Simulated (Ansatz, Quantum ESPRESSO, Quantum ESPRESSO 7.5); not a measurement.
# Work function of Ba(100), 5 layers, one monolayer of Au on top sites

How much energy does it take to lift an electron out of Ba(100), 5 layers, one monolayer of Au on top sites, and how far do the settings matter?

Calculated with Quantum ESPRESSO 7.5; plane-wave DFT, PBE, GBRV ultrasoft pseudopotentials (geometry and cross-check by Ansatz 0.2.0 with PAW datasets; geometry under PBE).

### Step 1. The starting structure

The cell holds 6 atoms: 5 Ba and 1 Au. Its edges and angles: a = 5.020 Å, b = 5.020 Å, c = 29.040 Å, α = 90.0°, β = 90.0°, γ = 90.0°. It derives from Ba. Vacuum lies along c.

Coordinates:

```cif
data_structure
_symmetry_space_group_name_H-M 'P 1'
_symmetry_Int_Tables_number 1
_cell_length_a 5.0200
_cell_length_b 5.0200
_cell_length_c 29.0400
_cell_angle_alpha 90.000
_cell_angle_beta 90.000
_cell_angle_gamma 90.000
_cell_volume 731.82
loop_
_atom_site_label
_atom_site_type_symbol
_atom_site_fract_x
_atom_site_fract_y
_atom_site_fract_z
_atom_site_occupancy
Ba1 Ba 0.00000 0.00000 0.28581 1
Ba2 Ba 0.50000 0.50000 0.37225 1
Ba3 Ba 0.00000 0.00000 0.45868 1
Ba4 Ba 0.50000 0.50000 0.54511 1
Ba5 Ba 0.00000 0.00000 0.63154 1
Au6 Au 0.00000 0.00000 0.75241 1
```

### Step 2. Relaxation with Ansatz

A relaxation in Ansatz fixes the structure of this slab for the runs on it.

The input, input.yaml:

```yaml
crystal:
  lattice:
    - [5.02, 0.0, 0.0]
    - [0.0, 5.02, 0.0]
    - [0.0, 0.0, 29.04]
  atoms:
    - { symbol: Ba, position: [0.0, 0.0, 0.2858126722] }
    - { symbol: Ba, position: [0.5, 0.5, 0.3722451791] }
    - { symbol: Ba, position: [0.0, 0.0, 0.458677686] }
    - { symbol: Ba, position: [0.5, 0.5, 0.5451101928] }
    - { symbol: Ba, position: [0.0, 0.0, 0.6315426997] }
    - { symbol: Au, position: [0.0, 0.0, 0.7524104683] }
kpoints:
  mp_grid: { grid: [6, 6, 1] }
hamiltonian:
  xc: pbe
scf:
  occupations: { method: fermi_dirac, width: 0.1 }
  convergence: { dr2_threshold: 1.0e-08 }
efield:
  axis: 3
  dipole_correction: true
  ramp_position: 0.97
  ramp_width: 0.04
relax:
  f_tol: 0.01
  constraints: [{ sites: [0, 1, 2] }]
output:
  write_potential: true
  write_density: true
  volumetric_format: npy
```

Run with:

```sh
> ansatz run input.yaml --threads 4 --pin off --max-ram 8192MiB --backend cpu --events-out ev --progress --plain --runs-dir out
```

Numbers of over 12 decimals in the logs are rounded to 6 here.

The program printed:

```text
Engine: ansatz 0.2.0, x86_64-unknown-linux-gnu
Pseudopotentials: kind: paw
Pseudopotential: Ba, paw, valence charge 10, recommended cutoff 420 eV (normal), Ba.paw.azcp
Pseudopotential: Au, paw, valence charge 19, recommended cutoff 420 eV (normal), Au.paw.azcp
Functional definition: PBE
  parameter kappa = 0.804
  parameter beta = 0.066725
  exchange = pbe_x(kappa = kappa, mu = beta*pi^2/3)
  correlation = pbe_c(beta = beta)
Crystal: 6 atoms, lattice volume = 731.820 Å³
Basis set: ecut = 420 eV, 14325 PW (Γ), exchange–correlation on 72×72×400 points (8 copies of the dense FFT grid, shifted against one another)
Bands: 42, of which v1, the nominal top of the filled ones, is band 35 counted from 1 (34 counted from 0)
Symmetry: 8 space group operations
Space group: P4mm (ITA 99), of the structure as read, at distance tolerance 9.0e-5 Å
k-points: 10 of 36
Non-local potential: Ba, projectors of the file, l = 0: 3, l = 1: 2, l = 2: 2, l = 3: 2
Non-local potential: Au, projectors of the file, l = 0: 3, l = 1: 2, l = 2: 2, l = 3: 1
PAW form: soft (Blöchl's): semilocal exchange-correlation on the pseudo side does not see the compensation charge
PAW one-centre angular grid: Ba, 194 points (default); XC on 64 Gauss nodes
PAW one-centre angular grid: Au, 590 points (default); XC on 64 Gauss nodes
Initial density: superposition of atomic densities (neutral atoms: chi_scale 0, normalization atom), corrected by the library's trained network
Initial wavefunctions: pseudopotential atomic-orbital guess
Functional: x = pbe(κ = 0.804, μ = 0.219515), c = pbe(β = 0.066725)
SCF iter   1: F=—  HF=-42895.496526 eV  |F-HF|=—  |Δ(HF+E_count)|=         —  Δρ=1.48e-2  dr2=3.72e1  ethr=1.77e-3  p=-0.658 e·Å  D=-1.63e-1 V/Å  ΔV_dip=4.73 eV  dr2_dipole=2.62e1  V_vac-E_F(+/−)=6.86/2.14 eV  ⟨swp⟩=18.3  Hψ=6485  notcnv=0
efield: sawtooth ramp at fractional position 0.9700 (set: `efield.ramp_position`, or a place that a band, a saddle search or an elastic batch's reference lends), width 0.0400; the density the first Hamiltonian is built on has a dipole p = -0.658 e·Å; the dipole correction subtracts the counter field D = -1.63e-1 V/Å, which shifts the + side's vacuum level by +4.73 eV against the − side's; the planar-averaged density in the ramp window peaks in size at 1.9e-5 e/Å³
automatic band count: the SCF goes on with 49 bands, as 42 were too few: the levels above may hold too much charge
preconditioner: auto → LDOS  [metal: Δε(μ)=0.028 eV  Ē_g=1.734 eV  σ=0.100 eV  W_gap=0.07  n_scr=88 (ndim 8)  ℏωp=6.3 eV  f_vac=0.425  D(μ)=11.98/eV (n_scr^D=58)  β→1.0]
SCF iter   2: F=—  HF=-42894.962993 eV  |F-HF|=—  |Δ(HF+E_count)|=   5.34e-1  Δρ=1.17e-2  dr2=9.25e-1  ethr=1.77e-3  p=-0.441 e·Å  D=-1.09e-1 V/Å  ΔV_dip=3.16 eV  dr2_dipole=1.77e-2  V_vac-E_F(+/−)=5.45/2.29 eV  ⟨swp⟩=4.0  Hψ=1154  notcnv=0
SCF iter   3: F=—  HF=-42894.767893 eV  |F-HF|=—  |Δ(HF+E_count)|=   1.95e-1  Δρ=3.30e-3  dr2=5.89e-2  ethr=1.34e-3  p=-0.471 e·Å  D=-1.16e-1 V/Å  ΔV_dip=3.38 eV  dr2_dipole=7.74e-4  V_vac-E_F(+/−)=5.70/2.31 eV  ⟨swp⟩=2.1  Hψ=957  notcnv=0
SCF iter   4: F=—  HF=-42894.772894 eV  |F-HF|=—  |Δ(HF+E_count)|=   5.00e-3  Δρ=8.05e-4  dr2=7.87e-3  ethr=8.54e-5  p=-0.478 e·Å  D=-1.18e-1 V/Å  ΔV_dip=3.44 eV  dr2_dipole=3.87e-4  V_vac-E_F(+/−)=5.78/2.34 eV  ⟨swp⟩=2.1  Hψ=1004  notcnv=0
SCF iter   5: F=—  HF=-42894.774727 eV  |F-HF|=—  |Δ(HF+E_count)|=   1.83e-3  Δρ=2.34e-4  dr2=1.49e-3  ethr=1.14e-5  p=-0.481 e·Å  D=-1.19e-1 V/Å  ΔV_dip=3.46 eV  dr2_dipole=2.26e-4  V_vac-E_F(+/−)=5.81/2.35 eV  ⟨swp⟩=2.0  Hψ=599  notcnv=0
SCF iter   6: F=—  HF=-42894.774989 eV  |F-HF|=—  |Δ(HF+E_count)|=   2.62e-4  Δρ=9.74e-5  dr2=2.11e-4  ethr=2.16e-6  p=-0.483 e·Å  D=-1.20e-1 V/Å  ΔV_dip=3.47 eV  dr2_dipole=6.58e-6  V_vac-E_F(+/−)=5.82/2.35 eV  ⟨swp⟩=2.0  Hψ=848  notcnv=0
SCF iter   7: F=—  HF=-42894.775027 eV  |F-HF|=—  |Δ(HF+E_count)|=   3.75e-5  Δρ=3.39e-5  dr2=4.71e-5  ethr=3.05e-7  p=-0.483 e·Å  D=-1.20e-1 V/Å  ΔV_dip=3.47 eV  dr2_dipole=1.06e-5  V_vac-E_F(+/−)=5.83/2.36 eV  ⟨swp⟩=2.0  Hψ=621  notcnv=0
SCF iter   8: F=—  HF=-42894.775047 eV  |F-HF|=—  |Δ(HF+E_count)|=   2.00e-5  Δρ=1.52e-5  dr2=1.72e-5  ethr=6.83e-8  p=-0.483 e·Å  D=-1.19e-1 V/Å  ΔV_dip=3.47 eV  dr2_dipole=9.37e-6  V_vac-E_F(+/−)=5.83/2.36 eV  ⟨swp⟩=2.0  Hψ=626  notcnv=0
SCF iter   9: F=—  HF=-42894.775054 eV  |F-HF|=—  |Δ(HF+E_count)|=   7.07e-6  Δρ=5.74e-6  dr2=1.31e-6  ethr=2.49e-8  p=-0.483 e·Å  D=-1.19e-1 V/Å  ΔV_dip=3.47 eV  dr2_dipole=3.78e-7  V_vac-E_F(+/−)=5.83/2.36 eV  ⟨swp⟩=1.5  Hψ=529  notcnv=0
SCF iter  10: F=—  HF=-42894.774996 eV  |F-HF|=—  |Δ(HF+E_count)|=   5.83e-5  Δρ=2.06e-6  dr2=8.31e-8  ethr=1.90e-9  p=-0.483 e·Å  D=-1.19e-1 V/Å  ΔV_dip=3.47 eV  dr2_dipole=1.85e-8  V_vac-E_F(+/−)=5.83/2.36 eV  ⟨swp⟩=2.0  Hψ=883  notcnv=0
SCF iter  11: F=—  HF=-42894.774996 eV  |F-HF|=—  |Δ(HF+E_count)|=   8.63e-8  Δρ=8.52e-7  dr2=1.25e-8  ethr=1.45e-11  p=-0.483 e·Å  D=-1.19e-1 V/Å  ΔV_dip=3.47 eV  dr2_dipole=7.93e-10  V_vac-E_F(+/−)=5.83/2.36 eV  ⟨swp⟩=11.1  Hψ=3675  notcnv=0
SCF iter  12: F=-42894.774996 eV  HF=-42894.774996 eV  |F-HF|=3.86e-10  |Δ(HF+E_count)|=   6.13e-9  Δρ=2.86e-7  dr2=1.62e-9  ethr=1.45e-11  p=-0.483 e·Å  D=-1.19e-1 V/Å  ΔV_dip=3.47 eV  dr2_dipole=5.03e-11  V_vac-E_F(+/−)=5.83/2.36 eV  ⟨swp⟩=10.4  Hψ=3202  notcnv=0
SCF 1 converged in 12 iterations: F = -42894.774996 eV  dr2 = 1.62e-9
  greatest PAW one-centre occupation: 1.000 electrons in one spin orbital (limit 2), on the Au atom at site 5 (counted from 0), in its partial waves of l = 0
relax step   1: F+E_penalty+E_count = -42894.77499566 eV  Δ(F+E_penalty+E_count) = +0.000e0 eV  max|allowed force component| = 1.356e0 eV/Å  Δτ_max = 0.0000 Å  (12 SCF iters, accepted)
Bands: 49, of which v1, the nominal top of the filled ones, is band 35 counted from 1 (34 counted from 0)
Initial density: handed on by an earlier stage of this run
Initial wavefunctions: those handed on with the density
iter 1 solved again at ethr=4.53e-4 eV; its pass at ethr=3.10e-3 eV (dr2=3.13e-1 eV) is discarded
SCF iter   1: F=—  HF=-42895.000313 eV  |F-HF|=—  |Δ(HF+E_count)|=         —  Δρ=1.53e-3  dr2=2.78e-1  ethr=4.53e-4  p=-0.483 e·Å  D=-1.19e-1 V/Å  ΔV_dip=3.47 eV  dr2_dipole=1.02e-1  V_vac-E_F(+/−)=5.80/2.33 eV  ⟨swp⟩=1.1  Hψ=2032  notcnv=0
[...]
SCF iter  12: F=-42895.376656 eV  HF=-42895.376656 eV  |F-HF|=1.53e-9  |Δ(HF+E_count)|=   1.78e-9  Δρ=3.03e-7  dr2=1.95e-9  ethr=1.45e-11  p=-0.451 e·Å  D=-1.11e-1 V/Å  ΔV_dip=3.24 eV  dr2_dipole=1.37e-10  V_vac-E_F(+/−)=5.59/2.36 eV  ⟨swp⟩=10.1  Hψ=3413  notcnv=0
SCF 3 converged in 12 iterations: F = -42895.376656 eV  dr2 = 1.95e-9
relax step   3: F+E_penalty+E_count = -42895.37665626 eV  Δ(F+E_penalty+E_count) = -3.870e-1 eV  max|allowed force component| = 8.479e-1 eV/Å  Δτ_max = 0.1941 Å  (12 SCF iters, accepted)
[...]
relax step   4: F+E_penalty+E_count = -42895.37271018 eV  Δ(F+E_penalty+E_count) = +3.946e-3 eV  max|allowed force component| = 1.264e0 eV/Å  Δτ_max = 0.1949 Å  (13 SCF iters, rejected (line search))
[...]
relax step   5: F+E_penalty+E_count = -42895.45456277 eV  Δ(F+E_penalty+E_count) = -7.791e-2 eV  max|allowed force component| = 3.768e-1 eV/Å  Δτ_max = 0.0946 Å  (11 SCF iters, accepted)
[...]
relax step   6: F+E_penalty+E_count = -42895.46740746 eV  Δ(F+E_penalty+E_count) = -1.284e-2 eV  max|allowed force component| = 1.745e-1 eV/Å  Δτ_max = 0.0968 Å  (10 SCF iters, accepted)
[...]
relax step   7: F+E_penalty+E_count = -42895.47317944 eV  Δ(F+E_penalty+E_count) = -5.772e-3 eV  max|allowed force component| = 6.821e-2 eV/Å  Δτ_max = 0.1500 Å  (10 SCF iters, accepted)
[...]
relax step   8: F+E_penalty+E_count = -42895.47652876 eV  Δ(F+E_penalty+E_count) = -3.349e-3 eV  max|allowed force component| = 2.631e-2 eV/Å  Δτ_max = 0.1338 Å  (10 SCF iters, accepted)
SCF iter   1: F=—  HF=-42895.476762 eV  |F-HF|=—  |Δ(HF+E_count)|=         —  Δρ=3.26e-4  dr2=2.73e-3  ethr=2.07e-5  p=-0.415 e·Å  D=-1.03e-1 V/Å  ΔV_dip=2.98 eV  dr2_dipole=1.31e-3  V_vac-E_F(+/−)=5.34/2.36 eV  ⟨swp⟩=3.1  Hψ=1013  notcnv=0
efield: sawtooth ramp at fractional position 0.9700 (set: `efield.ramp_position`, or a place that a band, a saddle search or an elastic batch's reference lends), width 0.0400; the density the first Hamiltonian is built on has a dipole p = -0.415 e·Å; the dipole correction subtracts the counter field D = -1.03e-1 V/Å, which shifts the + side's vacuum level by +2.98 eV against the − side's; the planar-averaged density in the ramp window peaks in size at 3.3e-6 e/Å³
preconditioner: auto → LDOS  [metal: Δε(μ)=0.041 eV  Ē_g=2.747 eV  σ=0.100 eV  W_gap=0.10  n_scr=88 (ndim 8)  ℏωp=6.3 eV  f_vac=0.420  D(μ)=9.46/eV (n_scr^D=50)  β→1.0]
SCF iter   2: F=—  HF=-42895.476746 eV  |F-HF|=—  |Δ(HF+E_count)|=   1.61e-5  Δρ=2.11e-4  dr2=6.51e-4  ethr=3.96e-6  p=-0.413 e·Å  D=-1.02e-1 V/Å  ΔV_dip=2.97 eV  dr2_dipole=8.57e-5  V_vac-E_F(+/−)=5.33/2.36 eV  ⟨swp⟩=2.0  Hψ=688  notcnv=0
SCF iter   3: F=—  HF=-42895.476676 eV  |F-HF|=—  |Δ(HF+E_count)|=   7.01e-5  Δρ=1.28e-4  dr2=1.73e-4  ethr=9.43e-7  p=-0.414 e·Å  D=-1.02e-1 V/Å  ΔV_dip=2.98 eV  dr2_dipole=5.85e-6  V_vac-E_F(+/−)=5.34/2.36 eV  ⟨swp⟩=2.0  Hψ=790  notcnv=0
SCF iter   4: F=—  HF=-42895.476639 eV  |F-HF|=—  |Δ(HF+E_count)|=   3.63e-5  Δρ=1.50e-5  dr2=7.81e-6  ethr=2.51e-7  p=-0.414 e·Å  D=-1.02e-1 V/Å  ΔV_dip=2.97 eV  dr2_dipole=2.95e-6  V_vac-E_F(+/−)=5.34/2.36 eV  ⟨swp⟩=2.0  Hψ=788  notcnv=0
SCF iter   5: F=—  HF=-42895.476600 eV  |F-HF|=—  |Δ(HF+E_count)|=   3.95e-5  Δρ=7.70e-6  dr2=2.06e-6  ethr=1.13e-8  p=-0.414 e·Å  D=-1.02e-1 V/Å  ΔV_dip=2.97 eV  dr2_dipole=1.04e-6  V_vac-E_F(+/−)=5.34/2.36 eV  ⟨swp⟩=2.0  Hψ=807  notcnv=0
SCF iter   6: F=—  HF=-42895.476600 eV  |F-HF|=—  |Δ(HF+E_count)|=   1.97e-7  Δρ=3.31e-6  dr2=3.76e-7  ethr=2.99e-9  p=-0.414 e·Å  D=-1.02e-1 V/Å  ΔV_dip=2.97 eV  dr2_dipole=3.33e-8  V_vac-E_F(+/−)=5.34/2.36 eV  ⟨swp⟩=2.0  Hψ=661  notcnv=0
SCF iter   7: F=—  HF=-42895.476600 eV  |F-HF|=—  |Δ(HF+E_count)|=   1.04e-9  Δρ=1.29e-6  dr2=4.69e-8  ethr=5.45e-10  p=-0.414 e·Å  D=-1.02e-1 V/Å  ΔV_dip=2.97 eV  dr2_dipole=8.82e-13  V_vac-E_F(+/−)=5.34/2.36 eV  ⟨swp⟩=2.0  Hψ=640  notcnv=0
SCF iter   8: F=-42895.476600 eV  HF=-42895.476600 eV  |F-HF|=3.73e-9  |Δ(HF+E_count)|=   1.16e-8  Δρ=4.10e-7  dr2=6.04e-9  ethr=1.45e-11  p=-0.414 e·Å  D=-1.02e-1 V/Å  ΔV_dip=2.97 eV  dr2_dipole=5.63e-10  V_vac-E_F(+/−)=5.34/2.36 eV  ⟨swp⟩=10.4  Hψ=3843  notcnv=0
SCF 9 converged in 8 iterations: F = -42895.476600 eV  dr2 = 6.04e-9
relax step   9: F+E_penalty+E_count = -42895.47659991 eV  Δ(F+E_penalty+E_count) = -7.115e-5 eV  max|allowed force component| = 1.413e-3 eV/Å  Δτ_max = 0.0147 Å  (8 SCF iters, accepted)
NSCF: frozen V_eff on 10 k-points
the band table was solved once a step of the walk had ended and its energy, with any forces and stress, was formed, with the checks that follow a solve (2384 applications of the Hamiltonian). They found nothing against the state; the energy, forces and stress were not computed again (output.eigenvalues in the input reference)
WARN: The output density's exchange-correlation potential varies sharply where the density is thin. Do not read a vacuum level from v_tot or v_xc, or from such a field of the output density. On a cell that repeats whose density bears no net charge and no dipole along the vacuum's axis use v_es (v_loc + v_h of the components); under efield.dipole_correction with no amplitude use v_es + v_field, which holds any externa [...]
SCF converged after 8 iterations
Free energy (F): -42895.476600 eV
Harris-Foulkes:  -42895.476600 eV  (|F-HF|=3.73e-9)
Internal energy: -42895.170134 eV  (E = F + TS)
E sigma→0 (E₀):  -42895.323367 eV
Entropy (-TS):   -0.306466 eV (-51.078 meV/atom)
Fermi energy:    1.001953 eV
Dipole field:    D = -0.102459 V/Å  (p = -0.414372 e·Å, saw-weighted, corrected)
Work function:   Φ+ = 5.3362 eV   Φ− = 2.3607 eV
Levels:          The Fermi level and band energies are counted from a zero that moves with the ramp; work functions are not
--- Per-component energies (eV) ---
  E_band       = -1217.933758
  E_kinetic    = 1437.392984
  E_local      = -20065.826284  (includes V_loc(G=0)·N_el)
  E_nonlocal   = 358.226867
  E_hartree    = 9261.599791
  E_xc         = -1058.206075
  E_vxc        = -939.418897  (∫ρ·V_xc dr)
  E_paw        = -35836.470954  (= ΣΔE_a)
  E_vpaw       = -542.726317  (= ΣTr[D̂ρ^β])
  E_aug_tail   = 0.001414  (compensation charges beyond the density's cutoff)
  E_efield     = 0.021228  (sawtooth field / dipole correction)
  E_vefield    = 11.218744  (∫n·V_field dr)
  E_ewald      = 3008.090896
  E_smearing   = -0.306466  (= −TS)
  E_closure    = -0.000000  (closes the sum)
  Σ components = -42895.476600   (vs F -42895.476600, Δ=0.00e0)
--- Forces (eV/Å), atoms counted from 1 ---
  atom   1  Ba     0.00000000     0.00000000    -0.06698270
  atom   2  Ba    -0.00000000     0.00000000     0.15606259
  atom   3  Ba     0.00000000     0.00000000    -0.08926463
  atom   4  Ba     0.00000000     0.00000000     0.00021288
  atom   5  Ba     0.00000000     0.00000000     0.00137106
  atom   6  Au    -0.00000000     0.00000000    -0.00141327
  max |Σ_I F_I| component: 1.41e-5 eV/Å
--- Band table (eV; the first three rows and the last of 10) ---
  k-point 0: bands = [... 31 lower, -0.5039, 0.1054, 0.5653, 0.6334, 0.7159, 1.1100, 1.7363, 1.8257, ... 10 higher]
  k-point 1: bands = [... 31 lower, -0.3758, 0.2073, 0.6598, 0.7879, 0.8641, 1.1888, 1.6945, 1.8300, ... 10 higher]
  k-point 2: bands = [... 31 lower, -0.0842, 0.3168, 0.6498, 0.9628, 1.1754, 1.4704, 1.6812, 1.8583, ... 10 higher]
  k-point 9: bands = [... 31 lower, 0.4767, 1.0057, 1.0825, 1.3662, 1.3662, 1.4783, 1.5044, 1.5044, ... 10 higher]
--- Relaxed structure (9 steps of the walk, 8 accepted, 0 SCFs on fresh bases) ---
  F+E_penalty+E_count = -42895.47659991 eV   max|allowed force component| = 1.413e-3 eV/Å
  atoms:
    - { symbol: Ba, position: [0.0, 0.0, 0.2858126722] }
    - { symbol: Ba, position: [0.5, 0.5, 0.3722451791] }
    - { symbol: Ba, position: [0.0, 0.0, 0.458677686] }
    - { symbol: Ba, position: [0.5, 0.5, 0.547303] }
    - { symbol: Ba, position: [0, 0.0, 0.658330] }
    - { symbol: Au, position: [0, 0.0, 0.754871] }
```

Elapsed: 1.8 min, on 4 threads of Intel Xeon Platinum 8259CL at 2.50GHz (Skylake/Cascade Lake), shared host; peak memory 1.3 GiB; 6.6 min of CPU time.

Step by step:

```csv
step,energy less that of the first step (eV),largest force component (eV/Å)
1,0.0000,1.3564
2,-0.2147,1.3015
3,-0.6017,0.8479
4,-0.5977,1.2642
5,-0.6796,0.3768
6,-0.6924,0.1745
7,-0.6982,0.0682
8,-0.7015,0.0263
9,-0.7016,0.0014
```

Relaxation step 4 was tried and not accepted.

Forces are held to the 8 operations that the run works with; a distortion that breaks them can't arise in this run.

The atoms that moved most (Å):

```csv
atom,dx,dy,dz,length
Ba5,0.000,0.000,0.778,0.778
Au6,0.000,0.000,0.071,0.071
Ba4,0.000,0.000,0.064,0.064
```

The relaxation lowers the energy by 117 meV an atom. Held were the atoms numbered 1, 2 and 3; the forces quoted are those on the free ones.

This step gave:

* free energy: -42895.4766 eV
* energy at zero smearing: -42895.3234 eV
* smearing term TS: 0.3065 eV
* Fermi energy: 1.002 eV
* symmetry operations: 8
* work function of the upper face: 5.336 eV
* work function of the lower face: 2.361 eV
* dipole along the normal: -0.4144 e·Å

(Part 1 of 7 ends here.)

[Logs are printed without paths, hosts, clocks, repeated set-up lines and the standing remarks that a program may print on its own settings, such as how far it seeks lower states.]

[Hosts, paths, dates, database ids (printed as entryN), source tags and the programs' standing remarks are cut or masked in the printed files.]

[Maps of the electrostatic potential energy from Ansatz leave out the sawtooth potential of an applied field or a dipole correction, so their vacuum need not be flat; planar profiles and work functions include it.]
